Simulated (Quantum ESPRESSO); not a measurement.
## E(q) of MnRh from supercells

This program has no spiral boundary conditions, so spirals of MnRh are built in supercells. What do they cost, in energy and in time?

Program: Quantum ESPRESSO 7.5. Level of theory: LDA; plane waves with GBRV 1.5 LDA potentials, no spin-orbit coupling, flat spiral in a supercell. Results are calculated unless marked as measured.

## (1) The starting structure

Symmetry: Pm-3m, No. 221, cubic system. The conventional cell has a = 3.044 Å, b = 3.044 Å, c = 3.044 Å, α = 90.00°, β = 90.00°, γ = 90.00°. Mn has 8 Rh at 2.64 Å nearest. Nearest to Rh lie 8 Mn at 2.64 Å. Farther neighbours are not listed.

The cell comes from the Crystallography Open Database.

## (2) Parallel moments, one cell

Input file pw.in:

```
&CONTROL
  calculation = 'scf'
  prefix = 'pwscf'
  outdir = './tmp'
  pseudo_dir = './pseudo'
  disk_io = 'nowf'
/
&SYSTEM
  ibrav = 0
  nat = 2
  ntyp = 2
  ecutwfc = 34
  ecutrho = 238
  nbnd = 44
  occupations = 'smearing'
  smearing = 'fd'
  degauss = 0.00734986
  noncolin = .true.
  starting_magnetization(1) = 0.2333
  angle1(1) = 90
  angle2(1) = 0
  starting_magnetization(2) = 0
/
&ELECTRONS
  conv_thr = 2d-08
  electron_maxstep = 150
  mixing_beta = 0.3
/
ATOMIC_SPECIES
Mn     54.9380 mn_lda_v1.5.uspp.F.UPF
Rh    102.9055 rh_lda_v1.4.uspp.F.UPF
CELL_PARAMETERS bohr
   5.7523263234    0.0000000000    0.0000000000
   0.0000000000    5.7523263234    0.0000000000
   0.0000000000    0.0000000000    5.7523263234
ATOMIC_POSITIONS crystal
Mn      0.0000000000    0.0000000000    0.0000000000
Rh      0.5000000000    0.5000000000    0.5000000000
K_POINTS automatic
6 6 12 0 0 0
```

The run is started by

```
$ OMP_NUM_THREADS=1 mpirun -n 4 pw.x -nk 4 -in pw.in > pw.out
```

What it wrote:

```text
Program PWSCF v.7.5 starts

     Message from routine setup:
     using ibrav=0 with symmetry is DISCOURAGED, use correct ibrav instead

     K-points division:     npool     =       4
     Subspace diagonalization in iterative solution of the eigenvalue problem:

     G-vector sticks info
     --------------------
     sticks:   dense  smooth     PW     G-vecs:    dense   smooth      PW
     Sum         621     357    121                11753     5041    1021

     Using Slab Decomposition

     bravais-lattice index     =            0
     lattice parameter (alat)  =       5.7523  a.u.
     unit-cell volume          =     190.3402 (a.u.)^3
     number of atoms/cell      =            2
     number of atomic types    =            2
     number of electrons       =        30.00
     number of Kohn-Sham states=           44
     kinetic-energy cutoff     =      34.0000  Ry
     charge density cutoff     =     238.0000  Ry
     scf convergence threshold =      2.0E-08
     mixing beta               =       0.3000
     number of iterations used =            8  plain     mixing
     Exchange-correlation=  SLA  PZ   NOGX NOGC
                           (   1   1   0   0   0   0   0)
     Noncollinear calculation without spin-orbit

     celldm(1)=   5.752326  celldm(2)=   0.000000  celldm(3)=   0.000000
     celldm(4)=   0.000000  celldm(5)=   0.000000  celldm(6)=   0.000000

     crystal axes: (cart. coord. in units of alat)
               a(1) = (   1.000000   0.000000   0.000000 )
               a(2) = (   0.000000   1.000000   0.000000 )
               a(3) = (   0.000000   0.000000   1.000000 )

     reciprocal axes: (cart. coord. in units 2 pi/alat)
               b(1) = (  1.000000  0.000000  0.000000 )
               b(2) = (  0.000000  1.000000  0.000000 )
               b(3) = (  0.000000  0.000000  1.000000 )

     PseudoPot. # 1 for Mn read from file:
     mn_lda_v1.5.uspp.F.UPF
     Pseudo is Ultrasoft + core correction, Zval = 15.0
     Generated by new atomic code, or converted to UPF format
     Using radial grid of  859 points,  6 beta functions with:
                l(1) =   0
                l(2) =   0
                l(3) =   1
                l(4) =   1
                l(5) =   2
                l(6) =   2
     Q(r) pseudized with  8 coefficients,  rinner =    0.950   0.950   0.950
                                                       0.950   0.950

     PseudoPot. # 2 for Rh read from file:
     rh_lda_v1.4.uspp.F.UPF
     Pseudo is Ultrasoft + core correction, Zval = 15.0
     Generated by new atomic code, or converted to UPF format
     Using radial grid of  969 points,  7 beta functions with:
                l(1) =   0
                l(2) =   0
                l(3) =   1
                l(4) =   1
                l(5) =   2
                l(6) =   2
                l(7) =   2
     Q(r) pseudized with  8 coefficients,  rinner =    1.200   1.200   1.200
                                                       1.200   1.200

     atomic species   valence    mass     pseudopotential
     Mn               15.00    54.93800     Mn( 1.00)
     Rh               15.00   102.90550     Rh( 1.00)

     16 Sym. Ops., with inversion, found

   Cartesian axes

     site n.     atom                  positions (alat units)
         1        Mn     tau(   1) = (   0.0000000   0.0000000   0.0000000  )
         2        Rh     tau(   2) = (   0.5000000   0.5000000   0.5000000  )

     number of k points=   118  Fermi-Dirac smearing, width (Ry)=  0.0073

     Number of k-points >= 100: set verbosity='high' to print them.

     Dense  grid:    11753 G-vectors     FFT dimensions: (  30,  30,  30)

     Smooth grid:     5041 G-vectors     FFT dimensions: (  24,  24,  24)

     Check: negative core charge=   -0.000022
     Generating pointlists ...
     new r_m :   0.3572 (alat units)  2.0549 (a.u.) for type    1
     new r_m :   0.3572 (alat units)  2.0549 (a.u.) for type    2

     Initial potential from superposition of free atoms

     starting charge      28.9999, renormalised to      30.0000

     negative rho (up, down):  5.528E-02 0.000E+00

 ==============================================================================
     atom number    1 relative position :    0.0000   0.0000   0.0000
     charge :    13.809914  (integrated on a sphere of radius 0.357)
     magnetization :          3.153175    0.000000    0.000000
     magnetization/charge:    0.228327    0.000000    0.000000
     polar coord.: r, theta, phi [deg] :     3.153175   90.000000    0.000000

 ==============================================================================

 ==============================================================================
     atom number    2 relative position :    0.5000   0.5000   0.5000
     charge :    13.390654  (integrated on a sphere of radius 0.357)
     magnetization :          0.065581    0.000000    0.000000
     magnetization/charge:    0.004898    0.000000    0.000000
     polar coord.: r, theta, phi [deg] :     0.065581   90.000000    0.000000

 ==============================================================================
     Starting wfcs are   50 randomized atomic wfcs

     Self-consistent Calculation

     iteration #  1     ecut=    34.00 Ry     beta= 0.30
     Davidson diagonalization with overlap
     ethr =  1.00E-02,  avg # of iterations =  3.1

     negative rho (up, down):  5.581E-02 0.000E+00

     total energy              =    -382.06793384 Ry
     estimated scf accuracy    <       2.11088874 Ry

     total magnetization       =     3.07    -0.00    -0.00 Bohr mag/cell
     absolute magnetization    =     3.07 Bohr mag/cell

     iteration #  2     ecut=    34.00 Ry     beta= 0.30
     Davidson diagonalization with overlap
     ethr =  7.04E-03,  avg # of iterations =  2.2

     negative rho (up, down):  5.680E-02 0.000E+00

     total energy              =    -381.80753223 Ry
     estimated scf accuracy    <       6.10090187 Ry

     total magnetization       =     2.06    -0.00    -0.00 Bohr mag/cell
     absolute magnetization    =     2.08 Bohr mag/cell

     iteration #  3     ecut=    34.00 Ry     beta= 0.30
     Davidson diagonalization with overlap
     ethr =  7.04E-03,  avg # of iterations =  1.1

     negative rho (up, down):  5.684E-02 0.000E+00

     total energy              =    -382.45610735 Ry
     estimated scf accuracy    <       0.77702940 Ry

     total magnetization       =     3.43    -0.00    -0.00 Bohr mag/cell
     absolute magnetization    =     3.44 Bohr mag/cell

     [... further iterations left out ...]

     iteration # 10     ecut=    34.00 Ry     beta= 0.30
     Davidson diagonalization with overlap
     ethr =  4.08E-08,  avg # of iterations =  1.3

     negative rho (up, down):  5.645E-02 0.000E+00

     total energy              =    -382.50550578 Ry
     estimated scf accuracy    <       0.00000143 Ry

     total magnetization       =     4.09     0.00    -0.00 Bohr mag/cell
     absolute magnetization    =     4.12 Bohr mag/cell

     iteration # 11     ecut=    34.00 Ry     beta= 0.30
     Davidson diagonalization with overlap
     ethr =  4.75E-09,  avg # of iterations =  1.2

     negative rho (up, down):  5.645E-02 0.000E+00

     total energy              =    -382.50550578 Ry
     estimated scf accuracy    <       0.00000050 Ry

     total magnetization       =     4.09     0.00     0.00 Bohr mag/cell
     absolute magnetization    =     4.12 Bohr mag/cell

     iteration # 12     ecut=    34.00 Ry     beta= 0.30
     Davidson diagonalization with overlap
     ethr =  1.65E-09,  avg # of iterations =  1.1

     negative rho (up, down):  5.645E-02 0.000E+00

     total energy              =    -382.50550582 Ry
     estimated scf accuracy    <       0.00000004 Ry

     total magnetization       =     4.09     0.00     0.00 Bohr mag/cell
     absolute magnetization    =     4.12 Bohr mag/cell

     iteration # 13     ecut=    34.00 Ry     beta= 0.30
     Davidson diagonalization with overlap
     ethr =  1.35E-10,  avg # of iterations =  2.1

     negative rho (up, down):  5.645E-02 0.000E+00

 ==============================================================================
     atom number    1 relative position :    0.0000   0.0000   0.0000
     charge :    13.498933  (integrated on a sphere of radius 0.357)
     magnetization :          3.387129    0.000000   -0.000000
     magnetization/charge:    0.250918    0.000000   -0.000000
     polar coord.: r, theta, phi [deg] :     3.387129   90.000000    0.000000

 ==============================================================================

 ==============================================================================
     atom number    2 relative position :    0.5000   0.5000   0.5000
     charge :    13.031034  (integrated on a sphere of radius 0.357)
     magnetization :          0.578652   -0.000000    0.000000
     magnetization/charge:    0.044406   -0.000000    0.000000
     polar coord.: r, theta, phi [deg] :     0.578652   90.000000   -0.000000

 ==============================================================================

     End of self-consistent calculation

     Number of k-points >= 100: set verbosity='high' to print the bands.

     the Fermi energy is    17.4930 ev

!    total energy              =    -382.50550583 Ry
     estimated scf accuracy    <          7.4E-10 Ry
     smearing contrib. (-TS)   =      -0.00393104 Ry
     internal energy E=F+TS    =    -382.50157479 Ry

     The total energy is F=E-TS. E is the sum of the following terms:
     one-electron contribution =    -123.16693578 Ry
     hartree contribution      =      81.41936720 Ry
     xc contribution           =     -56.05961296 Ry
     ewald contribution        =    -284.69439325 Ry

     total magnetization       =     4.09     0.00     0.00 Bohr mag/cell
     absolute magnetization    =     4.12 Bohr mag/cell

     convergence has been achieved in  13 iterations

=------------------------------------------------------------------------------=
   JOB DONE.
=------------------------------------------------------------------------------=
```

It took 29 s on 4 MPI ranks of Arm Neoverse V2, shared host; peak memory 0.38 GiB.

Spin moment in the atom's sphere by atom:

```
atom  x (μB)  y (μB)  z (μB)  size
 Mn1    3.39    0.00    0.00  3.39
 Rh2    0.58    0.00    0.00  0.58
```

Numbers from this step:

```
smearing term TS       : 0.05348 eV
magnetization          : 4.088, 0, 0 μB
absolute magnetization : 4.119 μB
final state            : ferromagnetic
```

## (3) One turn in 2 cells along the input cell's c

Neighbouring cells are turned by 180° in the xy plane; the cell holds 4 atoms.

Input file pw.in:

```
&CONTROL
  calculation = 'scf'
  prefix = 'pwscf'
  outdir = './tmp'
  pseudo_dir = './pseudo'
  disk_io = 'nowf'
/
&SYSTEM
  ibrav = 0
  nat = 4
  ntyp = 4
  ecutwfc = 34
  ecutrho = 238
  nbnd = 78
  occupations = 'smearing'
  smearing = 'fd'
  degauss = 0.00734986
  noncolin = .true.
  starting_magnetization(1) = 0.2333
  angle1(1) = 90
  angle2(1) = 0
  starting_magnetization(2) = 0.2333
  angle1(2) = 90
  angle2(2) = 180
  starting_magnetization(3) = 0
  starting_magnetization(4) = 0
/
&ELECTRONS
  conv_thr = 4d-08
  electron_maxstep = 150
  mixing_beta = 0.3
/
ATOMIC_SPECIES
Mn1    54.9380 mn_lda_v1.5.uspp.F.UPF
Mn2    54.9380 mn_lda_v1.5.uspp.F.UPF
Rh1   102.9055 rh_lda_v1.4.uspp.F.UPF
Rh2   102.9055 rh_lda_v1.4.uspp.F.UPF
CELL_PARAMETERS bohr
   5.7523263234    0.0000000000    0.0000000000
   0.0000000000    5.7523263234    0.0000000000
   0.0000000000    0.0000000000   11.5046526467
ATOMIC_POSITIONS crystal
Mn1     0.0000000000    0.0000000000    0.0000000000
Mn2     0.0000000000    0.0000000000    0.5000000000
Rh1     0.5000000000    0.5000000000    0.2500000000
Rh2     0.5000000000    0.5000000000    0.7500000000
K_POINTS automatic
6 6 6 0 0 0
```

What it wrote:

```text
     [... lines left out ...]
Program PWSCF v.7.5 starts
     [... lines left out ...]
     number of atoms/cell      =            4
     [... lines left out ...]
     number of electrons       =        60.00
     number of Kohn-Sham states=           78
     kinetic-energy cutoff     =      34.0000  Ry
     charge density cutoff     =     238.0000  Ry
     scf convergence threshold =      4.0E-08
     [... lines left out ...]
     Noncollinear calculation without spin-orbit
     [... lines left out ...]
      4 Sym. Ops. (no inversion) found
     [... lines left out ...]
     number of k points=    96  Fermi-Dirac smearing, width (Ry)=  0.0073
     [... lines left out ...]
     iteration # 15     ecut=    34.00 Ry     beta= 0.30
     [... lines left out ...]
     atom number    1 relative position :    0.0000   0.0000   0.0000
     [... lines left out ...]
     magnetization :          3.422835   -0.000000    0.000000
     [... lines left out ...]
     atom number    2 relative position :    0.0000   0.0000   1.0000
     [... lines left out ...]
     magnetization :         -3.422858   -0.000000    0.000000
     [... lines left out ...]
     atom number    3 relative position :    0.5000   0.5000   0.5000
     [... lines left out ...]
     magnetization :          0.000052   -0.000000   -0.000000
     [... lines left out ...]
     atom number    4 relative position :    0.5000   0.5000   1.5000
     [... lines left out ...]
     magnetization :          0.000056   -0.000000    0.000000
     [... lines left out ...]
     the Fermi energy is    17.4502 ev
!    total energy              =    -764.99945589 Ry
     estimated scf accuracy    <       0.00000001 Ry
     smearing contrib. (-TS)   =      -0.01263587 Ry
     [... lines left out ...]
     total magnetization       =     0.00    -0.00     0.00 Bohr mag/cell
     absolute magnetization    =     7.34 Bohr mag/cell
     convergence has been achieved in  15 iterations
```

Run time: 1.9 min. Hardware: 4 MPI ranks; peak memory 0.71 GiB.

Spin moment in the atom's sphere by atom:

```
atom  x (μB)  y (μB)  z (μB)  size
 Mn1    3.42    0.00    0.00  3.42
 Mn2   -3.42    0.00    0.00  3.42
 Rh3    0.00    0.00    0.00  0.00
 Rh4    0.00    0.00    0.00  0.00
```

Numbers from this step:

| Property | Result |
| --- | --- |
| smearing term TS | 0.1719 eV |
| magnetization | 0, 0, 0 μB |
| absolute magnetization | 7.345 μB |
| final state | antiferromagnetic |

## (4) One turn in 3 cells along the input cell's c

Neighbouring cells are turned by 120° in the xy plane; the cell holds 6 atoms.

Input file pw.in:

```
&CONTROL
  calculation = 'scf'
  prefix = 'pwscf'
  outdir = './tmp'
  pseudo_dir = './pseudo'
  disk_io = 'nowf'
/
&SYSTEM
  ibrav = 0
  nat = 6
  ntyp = 6
  ecutwfc = 34
  ecutrho = 238
  nbnd = 114
  occupations = 'smearing'
  smearing = 'fd'
  degauss = 0.00734986
  noncolin = .true.
  starting_magnetization(1) = 0.2333
  angle1(1) = 90
  angle2(1) = 0
  starting_magnetization(2) = 0.2333
  angle1(2) = 90
  angle2(2) = 120
  starting_magnetization(3) = 0.2333
  angle1(3) = 90
  angle2(3) = -120
  starting_magnetization(4) = 0
  starting_magnetization(5) = 0
  starting_magnetization(6) = 0
/
&ELECTRONS
  conv_thr = 6d-08
  electron_maxstep = 150
  mixing_beta = 0.3
/
ATOMIC_SPECIES
Mn1    54.9380 mn_lda_v1.5.uspp.F.UPF
Mn2    54.9380 mn_lda_v1.5.uspp.F.UPF
Mn3    54.9380 mn_lda_v1.5.uspp.F.UPF
Rh1   102.9055 rh_lda_v1.4.uspp.F.UPF
Rh2   102.9055 rh_lda_v1.4.uspp.F.UPF
Rh3   102.9055 rh_lda_v1.4.uspp.F.UPF
CELL_PARAMETERS bohr
   5.7523263234    0.0000000000    0.0000000000
   0.0000000000    5.7523263234    0.0000000000
   0.0000000000    0.0000000000   17.2569789701
ATOMIC_POSITIONS crystal
Mn1     0.0000000000    0.0000000000    0.0000000000
Mn2     0.0000000000    0.0000000000    0.3333333333
Mn3     0.0000000000    0.0000000000    0.6666666667
Rh1     0.5000000000    0.5000000000    0.1666666667
Rh2     0.5000000000    0.5000000000    0.5000000000
Rh3     0.5000000000    0.5000000000    0.8333333333
K_POINTS automatic
6 6 4 0 0 0
```

What it wrote:

```text
     [... lines left out ...]
Program PWSCF v.7.5 starts
     [... lines left out ...]
     number of atoms/cell      =            6
     [... lines left out ...]
     number of electrons       =        90.00
     number of Kohn-Sham states=          114
     kinetic-energy cutoff     =      34.0000  Ry
     charge density cutoff     =     238.0000  Ry
     scf convergence threshold =      6.0E-08
     [... lines left out ...]
     Noncollinear calculation without spin-orbit
     [... lines left out ...]
      2 Sym. Ops. (no inversion) found
     [... lines left out ...]
     number of k points=   108  Fermi-Dirac smearing, width (Ry)=  0.0073
     [... lines left out ...]
     iteration # 20     ecut=    34.00 Ry     beta= 0.30
     [... lines left out ...]
     atom number    1 relative position :    0.0000   0.0000   0.0000
     [... lines left out ...]
     magnetization :          3.422641    0.000186    0.000000
     [... lines left out ...]
     atom number    2 relative position :    0.0000   0.0000   1.0000
     [... lines left out ...]
     magnetization :         -1.710965    2.964451   -0.000000
     [... lines left out ...]
     atom number    3 relative position :    0.0000   0.0000   2.0000
     [... lines left out ...]
     magnetization :         -1.711062   -2.964458    0.000000
     [... lines left out ...]
     atom number    4 relative position :    0.5000   0.5000   0.5000
     [... lines left out ...]
     magnetization :          0.120199    0.208038   -0.000000
     [... lines left out ...]
     atom number    5 relative position :    0.5000   0.5000   1.5000
     [... lines left out ...]
     magnetization :         -0.240042   -0.000019   -0.000000
     [... lines left out ...]
     atom number    6 relative position :    0.5000   0.5000   2.5000
     [... lines left out ...]
     magnetization :          0.120173   -0.208016   -0.000000
     [... lines left out ...]
     the Fermi energy is    17.4788 ev
!    total energy              =   -1147.50661169 Ry
     estimated scf accuracy    <       0.00000003 Ry
     smearing contrib. (-TS)   =      -0.01600379 Ry
     [... lines left out ...]
     total magnetization       =     0.00     0.00     0.00 Bohr mag/cell
     absolute magnetization    =    11.60 Bohr mag/cell
     convergence has been achieved in  20 iterations
```

It took 6.9 min on 4 MPI ranks; peak memory 1.3 GiB; 28 min of CPU time.

Spin moment in the atom's sphere by atom:

```
atom  x (μB)  y (μB)  z (μB)  size
 Mn1    3.42    0.00    0.00  3.42
 Mn2   -1.71    2.96    0.00  3.42
 Mn3   -1.71   -2.96    0.00  3.42
 Rh4    0.12    0.21    0.00  0.24
 Rh5   -0.24    0.00    0.00  0.24
 Rh6    0.12   -0.21    0.00  0.24
```

Read from the output:

```yaml
smearing_term_ts: 0.2177 eV
magnetization: 0.001, 0, 0 μB
absolute_magnetization: 11.60 μB
final_state: non-collinear
```

[end of part 1 of 2]

[Logs and program files are shortened in this print: banners, set-up blocks, solver, clock and traceback lines can be left out without a mark of their own.]

[Logs are printed without paths, hosts, clocks, repeated set-up lines and the standing remarks that a program may print on its own settings, such as how far it seeks lower states.]

[Hosts, paths, dates, database ids (printed as entryN), source tags and the programs' standing remarks are cut or masked in the printed files.]

[Where a cell is said to come from a database of computed structures, the database is the Materials Project.]
